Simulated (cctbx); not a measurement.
**Accept or mend?**

Cell a = 7.2390 Å, b = 7.2390 Å, c = 10.6990 Å, α = 90.00°, β = 90.00°, γ = 90.00°; space group I4/mcm (no. 140).

The data are simulated with cctbx, not measured: Mo Kα, λ = 0.71073 Å, to d = 0.77 Å, 50 % of the full sphere, strongest reflection 20000 counts, noise from counting, a 4 % proportional error and a noise floor of 4 counts (s.d.); no absorption.

An anisotropic refinement with weights 1/σ² prints:

```text
Rint 0.035, 189 unique reflections to 0.77 A
cycle     R1     wR2    GooF  max shift (A)
   1  0.0291  0.0890   3.634   0.01638
   2  0.0125  0.0322   1.314   0.00001
final R1 0.0125 wR2 0.0322 GooF 1.314  parameters 23  data/parameter 8.2
atom        x        y        z      Ueq    occ   su(xyz)  su(Uiso or U11)
Nd1    0.00000  0.00000  0.25000   0.0107  1.000  0.00000  0.0002
Co1    0.00000  0.50000  0.00000   0.0237  1.000  0.00000  0.0004
Co2    0.38755  0.11245  0.17928   0.0098  1.000  0.00005  0.0002
Co3    0.44329  0.30712  0.00000   0.0162  1.000  0.00009  0.0003
B1     0.82210  0.67790  0.12427   0.0276  1.000  0.00060  0.0018
difference map: max 0.55 min -0.66 rms 0.15
Q1    0.0000  0.5000  0.1012    8    0.55  1.08 A from Co1
Q2    0.0392  0.2861  0.5000   16    0.47  0.69 A from Co3
Q3    0.0656  0.1673  0.4633   32    0.45  0.44 A from Co3
Q4    0.2424  0.2576  0.2068   16    0.40  1.10 A from B1
Q5    0.1282  0.2365  0.3830   32    0.35  1.29 A from Co2
Q6    0.1375  0.3625  0.3333   16    0.35  0.29 A from Co2
```

**Question.** Can this result stand? If not, what is the likely fault?

Mend it. The fault: anomalous dispersion left out. Against the right model at the same level, R1 goes from 0.0103 to 0.0125 and GooF from 0.98 to 1.31. No atom is wrong: without f′ and f″ the atoms near an edge get the wrong scattering power, which U and the scale absorb. The signs are weak, and the output alone doesn't single this fault out.

The compound is NdCo9B4. The right model at the same level gives:

```text
Rint 0.035, 189 unique reflections to 0.77 A
cycle     R1     wR2    GooF  max shift (A)
   1  0.0239  0.0691   2.823   0.01663
   2  0.0103  0.0241   0.985   0.00000
final R1 0.0103 wR2 0.0241 GooF 0.985  parameters 23  data/parameter 8.2
atom        x        y        z      Ueq    occ   su(xyz)  su(Uiso or U11)
Nd1    0.00000  0.00000  0.25000   0.0101  1.000  0.00000  0.0001
Co1    0.00000  0.50000  0.00000   0.0251  1.000  0.00000  0.0003
Co2    0.38755  0.11245  0.17928   0.0112  1.000  0.00004  0.0002
Co3    0.44326  0.30711  0.00000   0.0176  1.000  0.00007  0.0002
B1     0.82193  0.67807  0.12474   0.0274  1.000  0.00045  0.0014
difference map: max 0.60 min -0.47 rms 0.13
Q1    0.0000  0.5000  0.1044    8    0.61  1.12 A from Co1
Q2    0.2437  0.2563  0.2067   16    0.40  1.10 A from B1
Q3    0.0465  0.3195  0.5000   16    0.39  0.92 A from Co3
Q4    0.1252  0.2372  0.3807   32    0.37  1.27 A from Co2
Q5    0.1079  0.1180  0.3224   32    0.33  1.39 A from Nd1
Q6    0.0006  0.2485  0.1402   32    0.31  1.36 A from Co2
```

Isotropic U is held between 0.0001 and 1 Å² by the program, and listed peak heights are interpolated, so they can pass the grid's maximum.

This is a model crystal, built by substitution and not relaxed, with assumed displacement parameters.

[Middle refinement cycles are left out of these outputs.]

[Logs are printed without paths, hosts, clocks, repeated set-up lines and the standing remarks that a program may print on its own settings, such as how far it seeks lower states.]
